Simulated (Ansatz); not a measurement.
# Cs on W(100): change of the work function

How does Cs on the hollow site change the work function of W(100) as the layer fills?

Program: Ansatz 0.2.0. Level of theory: plane-wave DFT, PBE, Ansatz PAW. Results are calculated unless marked as measured.

## Step 1: Set-up

The cell holds 5 atoms: 5 W. Its edges and angles: a = 3.160 Å, b = 3.160 Å, c = 24.320 Å, α = 90.0°, β = 90.0°, γ = 90.0°. Vacuum lies along c.

## Step 2: The clean slab

The bare slab comes first, as the zero from which every change is counted. The two lowest layers are held at bulk places and the upper ones relax. The dipole correction removes the false field that a one-sided slab makes across the periodic vacuum, so each face gets a flat vacuum level of its own.

Contents of input.yaml:

```yaml
crystal:
  lattice:
    - [3.16, 0.0, 0.0]
    - [0.0, 3.16, 0.0]
    - [0.0, 0.0, 24.32]
  atoms:
    - { symbol: W, position: [0.0, 0.0, 0.3700657895] }
    - { symbol: W, position: [0.5, 0.5, 0.4350328947] }
    - { symbol: W, position: [0.0, 0.0, 0.5] }
    - { symbol: W, position: [0.5, 0.5, 0.5649671053] }
    - { symbol: W, position: [0.0, 0.0, 0.6299342105] }
kpoints:
  mp_grid: { grid: [12, 12, 1] }
hamiltonian:
  xc: pbe
scf:
  occupations: { method: fermi_dirac, width: 0.1 }
  convergence: { dr2_threshold: 1.0e-08 }
efield:
  axis: 3
  dipole_correction: true
  ramp_position: 0.97
  ramp_width: 0.06
relax:
  f_tol: 0.02
  max_steps: 60
  constraints: [{ sites: [0, 1] }]
output:
  write_potential: true
  write_density: true
  volumetric_format: npy
```

On the command line:

```sh
ansatz run input.yaml --threads 4 --pin off --max-ram 16384MiB --backend cpu --events-out ev --progress --plain --runs-dir out
```

Numbers of over 12 decimals in the logs are rounded to 6 here.

Output:

```text
Engine: ansatz 0.2.0, aarch64-unknown-linux-gnu
Pseudopotentials: kind: paw
Pseudopotential: W, paw, valence charge 14, recommended cutoff 420 eV (normal), W.paw.azcp
Functional definition: PBE
  parameter kappa = 0.804
  parameter beta = 0.066725
  exchange = pbe_x(kappa = kappa, mu = beta*pi^2/3)
  correlation = pbe_c(beta = beta)
Crystal: 5 atoms, lattice volume = 242.850 Å³
Basis set: ecut = 420 eV, 4785 PW (Γ), exchange–correlation on 48×48×360 points (8 copies of the dense FFT grid, shifted against one another)
Bands: 42, of which v1, the nominal top of the filled ones, is band 35 counted from 1 (34 counted from 0)
Symmetry: 8 space group operations
k-points: 28 of 144
Non-local potential: W, projectors of the file, l = 0: 3, l = 1: 2, l = 2: 2, l = 3: 1
PAW form: soft (Blöchl's): semilocal exchange-correlation on the pseudo side does not see the compensation charge
PAW one-centre angular grid: W, 590 points (default); XC on 64 Gauss nodes
Initial density: superposition of atomic densities (neutral atoms: chi_scale 0, normalization atom), corrected by the library's trained network
Initial wavefunctions: pseudopotential atomic-orbital guess
Functional: x = pbe(κ = 0.804, μ = 0.219515), c = pbe(β = 0.066725)
SCF iter   1: F=—  HF=-51918.951096 eV  |F-HF|=—  |Δ(HF+E_count)|=         —  Δρ=5.95e-3  dr2=2.55e-1  ethr=1.77e-3  p=0.000 e·Å  D=6.81e-15 V/Å  ΔV_dip=-0.00 eV  dr2_dipole=1.36e-7  V_vac-E_F(+/−)=4.35/4.35 eV  ⟨swp⟩=8.6  Hψ=5700  notcnv=0
efield: sawtooth ramp at fractional position 0.9700 (set: `efield.ramp_position`, or a place that a band, a saddle search or an elastic batch's reference lends), width 0.0600; the density the first Hamiltonian is built on has a dipole p = 0.000 e·Å; the dipole correction subtracts the counter field D = 6.81e-15 V/Å, which shifts the + side's vacuum level by -0.00 eV against the − side's; the planar-averaged density in the ramp window peaks in size at 1.3e-5 e/Å³
preconditioner: auto → LDOS  [metal: Δε(μ)=0.012 eV  Ē_g=4.218 eV  σ=0.100 eV  W_gap=0.03  n_scr=44 (ndim 8)  ℏωp=13.1 eV  f_vac=0.578  D(μ)=6.08/eV (n_scr^D=36)  β→1.0]
SCF iter   2: F=—  HF=-51918.934199 eV  |F-HF|=—  |Δ(HF+E_count)|=   1.69e-2  Δρ=4.40e-3  dr2=1.09e-1  ethr=3.64e-4  p=0.000 e·Å  D=4.17e-6 V/Å  ΔV_dip=-0.00 eV  dr2_dipole=3.08e-7  V_vac-E_F(+/−)=4.26/4.26 eV  ⟨swp⟩=2.3  Hψ=2028  notcnv=0
SCF iter   3: F=—  HF=-51918.923002 eV  |F-HF|=—  |Δ(HF+E_count)|=   1.12e-2  Δρ=1.09e-3  dr2=7.42e-3  ethr=1.56e-4  p=0.000 e·Å  D=2.29e-6 V/Å  ΔV_dip=-0.00 eV  dr2_dipole=1.82e-8  V_vac-E_F(+/−)=4.26/4.26 eV  ⟨swp⟩=2.0  Hψ=1782  notcnv=0
SCF iter   4: F=—  HF=-51918.923165 eV  |F-HF|=—  |Δ(HF+E_count)|=   1.63e-4  Δρ=3.17e-4  dr2=3.30e-4  ethr=1.06e-5  p=0.000 e·Å  D=1.72e-6 V/Å  ΔV_dip=-0.00 eV  dr2_dipole=1.10e-9  V_vac-E_F(+/−)=4.24/4.24 eV  ⟨swp⟩=2.3  Hψ=1596  notcnv=0
SCF iter   5: F=—  HF=-51918.923261 eV  |F-HF|=—  |Δ(HF+E_count)|=   9.64e-5  Δρ=1.24e-4  dr2=3.15e-5  ethr=4.72e-7  p=0.000 e·Å  D=1.00e-6 V/Å  ΔV_dip=-0.00 eV  dr2_dipole=1.38e-10  V_vac-E_F(+/−)=4.23/4.23 eV  ⟨swp⟩=3.1  Hψ=2006  notcnv=0
SCF iter   6: F=—  HF=-51918.923293 eV  |F-HF|=—  |Δ(HF+E_count)|=   3.16e-5  Δρ=4.17e-5  dr2=4.78e-6  ethr=4.50e-8  p=0.000 e·Å  D=1.96e-7 V/Å  ΔV_dip=-0.00 eV  dr2_dipole=5.97e-16  V_vac-E_F(+/−)=4.23/4.23 eV  ⟨swp⟩=2.6  Hψ=2033  notcnv=0
SCF iter   7: F=—  HF=-51918.923579 eV  |F-HF|=—  |Δ(HF+E_count)|=   2.87e-4  Δρ=1.09e-5  dr2=2.41e-7  ethr=6.83e-9  p=0.000 e·Å  D=5.72e-8 V/Å  ΔV_dip=-0.00 eV  dr2_dipole=9.73e-12  V_vac-E_F(+/−)=4.23/4.23 eV  ⟨swp⟩=3.0  Hψ=2273  notcnv=0
SCF iter   8: F=—  HF=-51918.923580 eV  |F-HF|=—  |Δ(HF+E_count)|=   8.23e-7  Δρ=2.94e-6  dr2=3.54e-8  ethr=3.44e-10  p=-0.000 e·Å  D=-2.19e-9 V/Å  ΔV_dip=0.00 eV  dr2_dipole=1.09e-13  V_vac-E_F(+/−)=4.23/4.23 eV  ⟨swp⟩=3.1  Hψ=2343  notcnv=0
SCF iter   9: F=-51918.923580 eV  HF=-51918.923580 eV  |F-HF|=8.37e-9  |Δ(HF+E_count)|=   5.98e-8  Δρ=8.67e-7  dr2=5.35e-9  ethr=1.43e-11  p=-0.000 e·Å  D=-1.94e-8 V/Å  ΔV_dip=0.00 eV  dr2_dipole=1.47e-12  V_vac-E_F(+/−)=4.23/4.23 eV  ⟨swp⟩=11.4  Hψ=8999  notcnv=0
SCF 1 converged in 9 iterations: F = -51918.923580 eV  dr2 = 5.35e-9
  greatest PAW one-centre occupation: 1.000 electrons in one spin orbital (limit 2), on the W atom at site 0 (counted from 0), in its partial waves of l = 0
relax step   1: F+E_penalty+E_count = -51918.92358024 eV  Δ(F+E_penalty+E_count) = +0.000e0 eV  max|allowed force component| = 1.592e0 eV/Å  Δτ_max = 0.0000 Å  (9 SCF iters, accepted)
Initial density: handed on by an earlier stage of this run
Initial wavefunctions: those handed on with the density
SCF iter   1: F=—  HF=-51918.860680 eV  |F-HF|=—  |Δ(HF+E_count)|=         —  Δρ=1.54e-2  dr2=6.16e0  ethr=3.10e-3  p=-0.000 e·Å  D=-1.58e-7 V/Å  ΔV_dip=0.00 eV  dr2_dipole=1.87e0  V_vac-E_F(+/−)=4.30/4.30 eV  ⟨swp⟩=6.5  Hψ=3751  notcnv=0
efield: sawtooth ramp at fractional position 0.9700 (set: `efield.ramp_position`, or a place that a band, a saddle search or an elastic batch's reference lends), width 0.0600; the density the first Hamiltonian is built on has a dipole p = -0.000 e·Å; the dipole correction subtracts the counter field D = -1.58e-7 V/Å, which shifts the + side's vacuum level by +0.00 eV against the − side's; the planar-averaged density in the ramp window peaks in size at 1.5e-6 e/Å³
preconditioner: auto → LDOS  [metal: Δε(μ)=0.006 eV  Ē_g=4.379 eV  σ=0.100 eV  W_gap=0.01  n_scr=44 (ndim 8)  ℏωp=13.1 eV  f_vac=0.587  D(μ)=5.24/eV (n_scr^D=14)  β→1.0]
SCF iter   2: F=—  HF=-51918.713984 eV  |F-HF|=—  |Δ(HF+E_count)|=   1.47e-1  Δρ=5.16e-3  dr2=4.47e-1  ethr=3.10e-3  p=0.010 e·Å  D=7.11e-3 V/Å  ΔV_dip=-0.17 eV  dr2_dipole=4.53e-2  V_vac-E_F(+/−)=4.02/4.20 eV  ⟨swp⟩=2.5  Hψ=1825  notcnv=0
SCF iter   3: F=—  HF=-51918.691290 eV  |F-HF|=—  |Δ(HF+E_count)|=   2.27e-2  Δρ=2.17e-3  dr2=7.74e-2  ethr=6.38e-4  p=0.001 e·Å  D=9.34e-4 V/Å  ΔV_dip=-0.02 eV  dr2_dipole=4.37e-3  V_vac-E_F(+/−)=4.21/4.23 eV  ⟨swp⟩=2.5  Hψ=1825  notcnv=0
SCF iter   4: F=—  HF=-51918.684666 eV  |F-HF|=—  |Δ(HF+E_count)|=   6.62e-3  Δρ=4.62e-4  dr2=2.96e-3  ethr=1.11e-4  p=0.004 e·Å  D=2.87e-3 V/Å  ΔV_dip=-0.07 eV  dr2_dipole=7.96e-4  V_vac-E_F(+/−)=4.16/4.23 eV  ⟨swp⟩=2.2  Hψ=1741  notcnv=0
SCF iter   5: F=—  HF=-51918.684365 eV  |F-HF|=—  |Δ(HF+E_count)|=   3.01e-4  Δρ=1.49e-4  dr2=1.60e-4  ethr=4.23e-6  p=0.004 e·Å  D=3.15e-3 V/Å  ΔV_dip=-0.08 eV  dr2_dipole=3.00e-6  V_vac-E_F(+/−)=4.15/4.23 eV  ⟨swp⟩=2.4  Hψ=1933  notcnv=0
[...]
SCF iter   6: F=—  HF=-51919.034438 eV  |F-HF|=—  |Δ(HF+E_count)|=   2.45e-6  Δρ=3.86e-5  dr2=9.60e-6  ethr=8.13e-8  p=0.007 e·Å  D=5.01e-3 V/Å  ΔV_dip=-0.12 eV  dr2_dipole=2.38e-6  V_vac-E_F(+/−)=4.13/4.25 eV  ⟨swp⟩=2.0  Hψ=1754  notcnv=0
SCF iter   7: F=—  HF=-51919.034732 eV  |F-HF|=—  |Δ(HF+E_count)|=   2.94e-4  Δρ=1.68e-5  dr2=1.14e-6  ethr=1.37e-8  p=0.006 e·Å  D=4.83e-3 V/Å  ΔV_dip=-0.12 eV  dr2_dipole=2.79e-7  V_vac-E_F(+/−)=4.13/4.25 eV  ⟨swp⟩=2.3  Hψ=1674  notcnv=0
SCF iter   8: F=—  HF=-51919.034732 eV  |F-HF|=—  |Δ(HF+E_count)|=   3.20e-7  Δρ=6.21e-6  dr2=1.03e-7  ethr=1.62e-9  p=0.006 e·Å  D=4.79e-3 V/Å  ΔV_dip=-0.12 eV  dr2_dipole=1.66e-10  V_vac-E_F(+/−)=4.13/4.25 eV  ⟨swp⟩=2.5  Hψ=1992  notcnv=0
SCF iter   9: F=—  HF=-51919.034733 eV  |F-HF|=—  |Δ(HF+E_count)|=   1.32e-7  Δρ=2.55e-6  dr2=3.68e-8  ethr=1.43e-11  p=0.006 e·Å  D=4.77e-3 V/Å  ΔV_dip=-0.12 eV  dr2_dipole=6.24e-10  V_vac-E_F(+/−)=4.13/4.25 eV  ⟨swp⟩=12.2  Hψ=9836  notcnv=0
SCF iter  10: F=-51919.034733 eV  HF=-51919.034733 eV  |F-HF|=8.15e-9  |Δ(HF+E_count)|=   8.21e-9  Δρ=7.82e-7  dr2=2.91e-9  ethr=1.43e-11  p=0.006 e·Å  D=4.77e-3 V/Å  ΔV_dip=-0.12 eV  dr2_dipole=2.47e-11  V_vac-E_F(+/−)=4.13/4.25 eV  ⟨swp⟩=9.2  Hψ=8766  notcnv=0
SCF 3 converged in 10 iterations: F = -51919.034733 eV  dr2 = 2.91e-9
relax step   3: F+E_penalty+E_count = -51919.03473260 eV  Δ(F+E_penalty+E_count) = -1.112e-1 eV  max|allowed force component| = 2.016e-1 eV/Å  Δτ_max = 0.0990 Å  (10 SCF iters, accepted)
SCF iter   1: F=—  HF=-51919.036582 eV  |F-HF|=—  |Δ(HF+E_count)|=         —  Δρ=7.31e-4  dr2=7.74e-3  ethr=3.62e-4  p=0.006 e·Å  D=4.77e-3 V/Å  ΔV_dip=-0.12 eV  dr2_dipole=1.41e-3  V_vac-E_F(+/−)=4.13/4.25 eV  ⟨swp⟩=1.9  Hψ=1723  notcnv=0
efield: sawtooth ramp at fractional position 0.9700 (set: `efield.ramp_position`, or a place that a band, a saddle search or an elastic batch's reference lends), width 0.0600; the density the first Hamiltonian is built on has a dipole p = 0.006 e·Å; the dipole correction subtracts the counter field D = 4.77e-3 V/Å, which shifts the + side's vacuum level by -0.12 eV against the − side's; the planar-averaged density in the ramp window peaks in size at 2.1e-6 e/Å³
preconditioner: auto → LDOS  [metal: Δε(μ)=0.017 eV  Ē_g=4.256 eV  σ=0.100 eV  W_gap=0.04  n_scr=44 (ndim 8)  ℏωp=13.1 eV  f_vac=0.581  D(μ)=6.09/eV (n_scr^D=36)  β→1.0]
SCF iter   2: F=—  HF=-51919.036463 eV  |F-HF|=—  |Δ(HF+E_count)|=   1.19e-4  Δρ=4.41e-4  dr2=2.28e-3  ethr=1.11e-5  p=0.006 e·Å  D=4.44e-3 V/Å  ΔV_dip=-0.11 eV  dr2_dipole=2.62e-5  V_vac-E_F(+/−)=4.14/4.25 eV  ⟨swp⟩=2.0  Hψ=1771  notcnv=0
SCF iter   3: F=—  HF=-51919.036284 eV  |F-HF|=—  |Δ(HF+E_count)|=   1.79e-4  Δρ=1.27e-4  dr2=1.73e-4  ethr=3.26e-6  p=0.006 e·Å  D=4.65e-3 V/Å  ΔV_dip=-0.11 eV  dr2_dipole=2.42e-8  V_vac-E_F(+/−)=4.14/4.25 eV  ⟨swp⟩=2.1  Hψ=1634  notcnv=0
SCF iter   4: F=—  HF=-51919.036259 eV  |F-HF|=—  |Δ(HF+E_count)|=   2.49e-5  Δρ=2.81e-5  dr2=2.75e-6  ethr=2.47e-7  p=0.006 e·Å  D=4.59e-3 V/Å  ΔV_dip=-0.11 eV  dr2_dipole=2.07e-8  V_vac-E_F(+/−)=4.14/4.25 eV  ⟨swp⟩=3.1  Hψ=1945  notcnv=0
SCF iter   5: F=—  HF=-51919.036537 eV  |F-HF|=—  |Δ(HF+E_count)|=   2.78e-4  Δρ=1.20e-5  dr2=5.50e-7  ethr=3.93e-9  p=0.006 e·Å  D=4.56e-3 V/Å  ΔV_dip=-0.11 eV  dr2_dipole=7.15e-9  V_vac-E_F(+/−)=4.14/4.25 eV  ⟨swp⟩=2.9  Hψ=2276  notcnv=0
SCF iter   6: F=—  HF=-51919.036538 eV  |F-HF|=—  |Δ(HF+E_count)|=   4.48e-7  Δρ=5.04e-6  dr2=1.34e-7  ethr=7.85e-10  p=0.006 e·Å  D=4.56e-3 V/Å  ΔV_dip=-0.11 eV  dr2_dipole=2.24e-9  V_vac-E_F(+/−)=4.14/4.25 eV  ⟨swp⟩=2.3  Hψ=1805  notcnv=0
SCF iter   7: F=—  HF=-51919.036538 eV  |F-HF|=—  |Δ(HF+E_count)|=   1.56e-7  Δρ=1.69e-6  dr2=1.86e-8  ethr=1.91e-10  p=0.006 e·Å  D=4.56e-3 V/Å  ΔV_dip=-0.11 eV  dr2_dipole=2.72e-10  V_vac-E_F(+/−)=4.14/4.25 eV  ⟨swp⟩=2.4  Hψ=1669  notcnv=0
SCF iter   8: F=-51919.036538 eV  HF=-51919.036538 eV  |F-HF|=9.17e-10  |Δ(HF+E_count)|=   2.06e-8  Δρ=2.85e-7  dr2=4.76e-10  ethr=1.43e-11  p=0.006 e·Å  D=4.56e-3 V/Å  ΔV_dip=-0.11 eV  dr2_dipole=4.89e-11  V_vac-E_F(+/−)=4.14/4.25 eV  ⟨swp⟩=11.2  Hψ=8810  notcnv=0
SCF 4 converged in 8 iterations: F = -51919.036538 eV  dr2 = 4.76e-10
relax step   4: F+E_penalty+E_count = -51919.03653794 eV  Δ(F+E_penalty+E_count) = -1.805e-3 eV  max|allowed force component| = 1.013e-2 eV/Å  Δτ_max = 0.0132 Å  (8 SCF iters, accepted)
NSCF: frozen V_eff on 28 k-points
the band table was solved once a step of the walk had ended and its energy, with any forces and stress, was formed, with the checks that follow a solve (5706 applications of the Hamiltonian). They found nothing against the state; the energy, forces and stress were not computed again (output.eigenvalues in the input reference)
WARN: The output density's exchange-correlation potential varies sharply where the density is thin. Do not read a vacuum level from v_tot or v_xc, or from such a field of the output density. On a cell that repeats whose density bears no net charge and no dipole along the vacuum's axis use v_es (v_loc + v_h of the components); under efield.dipole_correction with no amplitude use v_es + v_field, which holds any externa [...]
SCF converged after 8 iterations
Free energy (F): -51919.036538 eV
Harris-Foulkes:  -51919.036538 eV  (|F-HF|=9.17e-10)
Internal energy: -51918.841452 eV  (E = F + TS)
E sigma→0 (E₀):  -51918.938995 eV
Entropy (-TS):   -0.195086 eV (-39.017 meV/atom)
Fermi energy:    4.625999 eV
Dipole field:    D = 0.004553 V/Å  (p = 0.006111 e·Å, saw-weighted, corrected)
Work function:   Φ+ = 4.1402 eV   Φ− = 4.2509 eV
Levels:          The Fermi level and band energies are counted from a zero that moves with the ramp; work functions are not
--- Per-component energies (eV) ---
  E_band       = -1645.874117
  E_kinetic    = 2239.392053
  E_local      = -86026.431704  (includes V_loc(G=0)·N_el)
  E_nonlocal   = 8.030762
  E_hartree    = 41971.393780
  E_xc         = -1327.462600
  E_vxc        = -1184.410986  (∫ρ·V_xc dr)
  E_paw        = -42812.968297  (= ΣΔE_a)
  E_vpaw       = -625.239658  (= ΣTr[D̂ρ^β])
  E_aug_tail   = -0.000292  (compensation charges beyond the density's cutoff)
  E_efield     = 0.000014  (sawtooth field / dipole correction)
  E_vefield    = 0.001484  (∫n·V_field dr)
  E_ewald      = 34029.204834
  E_smearing   = -0.195086  (= −TS)
  E_closure    = -0.000000  (closes the sum)
  Σ components = -51919.036538   (vs F -51919.036538, Δ=0.00e0)
--- Forces (eV/Å), atoms counted from 1 ---
  atom   1  W      0.00000000    -0.00000000     1.17619827
  atom   2  W     -0.00000000     0.00000000    -1.16365842
  atom   3  W      0.00000000     0.00000000     0.00643896
  atom   4  W     -0.00000000     0.00000000    -0.00883341
  atom   5  W     -0.00000000     0.00000000    -0.01013391
  max |Σ_I F_I| component: 1.15e-5 eV/Å
--- Band table (eV; the first three rows and the last of 28) ---
  k-point 0: bands = [... 31 lower, 3.9668, 3.9668, 4.2629, 4.3964, 4.5526, 4.7209, 4.7256, 4.7256, ... 3 higher]
  k-point 1: bands = [... 31 lower, 3.9951, 4.0760, 4.0848, 4.3099, 4.4402, 4.6657, 5.2346, 5.2855, ... 3 higher]
  k-point 2: bands = [... 31 lower, 3.8308, 3.8974, 3.9275, 4.0569, 4.7980, 5.0730, 5.4757, 5.6383, ... 3 higher]
  k-point 27: bands = [... 31 lower, 3.6812, 3.6812, 6.3929, 6.3929, 6.4506, 6.5904, 7.0051, 7.0051, ... 3 higher]
--- Relaxed structure (4 steps of the walk, 3 accepted, 0 SCFs on fresh bases) ---
  F+E_penalty+E_count = -51919.03653794 eV   max|allowed force component| = 1.013e-2 eV/Å
  atoms:
    - { symbol: W, position: [0.0, 0.0, 0.3700657895] }
    - { symbol: W, position: [0.500000, 0.500000, 0.435033] }
    - { symbol: W, position: [0, 0, 0.499966] }
    - { symbol: W, position: [0.500000, 0.500000, 0.567590] }
    - { symbol: W, position: [-5.274927382685451e-18, 0, 0.626407] }
```

Elapsed: 31 s, on 4 threads of Arm Neoverse V1, shared host; peak memory 0.63 GiB; 2 min of CPU time.

Relaxation path:

| step | energy less that of the first step (eV) | largest force component (eV/Å) |
| --- | --- | --- |
| 1 | 0.0000 | 1.5923 |
| 2 | 0.2389 | 2.9711 |
| 3 | -0.1112 | 0.2016 |
| 4 | -0.1130 | 0.0101 |

Relaxation step 2 was tried and not accepted.

The run keeps the 8 symmetry operations that it works with, so distortions that break them were not tested.

The atoms that moved most (Å):

| atom | dx | dy | dz | length |
| --- | --- | --- | --- | --- |
| W5 | 0.000 | 0.000 | -0.086 | 0.086 |
| W4 | 0.000 | 0.000 | 0.064 | 0.064 |

The relaxed structure:

```xyz
5
Lattice="3.1600 0.0000 0.0000 0.0000 3.1600 0.0000 0.0000 0.0000 24.3200" Properties=species:S:1:pos:R:3
W     0.0000    0.0000    9.0000
W     1.5800    1.5800   10.5800
W     0.0000    0.0000   12.1592
W     1.5800    1.5800   13.8038
W     0.0000    0.0000   15.2342
```

Numbers from this step:

| Quantity | Value |
| --- | --- |
| energy at zero smearing | -51918.9390 eV |
| work function, upper face | 4.140 eV |
| work function, lower face | 4.251 eV |
| dipole along the normal | 0.006111 e·Å |
| step between the vacuum levels | -0.1107 eV |

Running mean over 1.58 Å of the planar mean; the ramp of the sawtooth is left out. Table of electron's electrostatic potential energy less the Fermi level by z:

```csv
z (Å),electron's electrostatic potential energy less the Fermi level (eV)
3.0,4.25
3.5,4.25
4.0,4.25
4.5,4.25
5.0,4.24
5.5,4.22
6.0,4.16
6.5,3.97
7.0,3.41
7.5,1.68
8.0,-2.58
8.5,-8.00
9.0,-11.3
9.5,-12.2
10.0,-12.4
10.5,-12.5
11.0,-12.6
11.5,-12.7
12.0,-12.6
12.5,-12.2
13.0,-12.0
13.5,-12.4
14.0,-13.4
14.5,-13.9
15.0,-13.0
15.5,-10.2
16.0,-5.21
16.5,-0.0115
17.0,2.77
17.5,3.68
18.0,3.99
18.5,4.09
19.0,4.12
19.5,4.13
20.0,4.14
20.5,4.14
21.0,4.14
```

The relaxation took 4 steps and lowered the energy by 0.11 eV; the largest force on the free atoms ends at 0.010 eV/Å.

The work function of the upper face is 4.14 eV.

(Continued in part 2 of 3.)

[Logs are printed without paths, hosts, clocks, repeated set-up lines and the standing remarks that a program may print on its own settings, such as how far it seeks lower states.]

[Hosts, paths, dates, database ids (printed as entryN), source tags and the programs' standing remarks are cut or masked in the printed files.]

[Maps of the electrostatic potential energy from Ansatz leave out the sawtooth potential of an applied field or a dipole correction, so their vacuum need not be flat; planar profiles and work functions include it.]
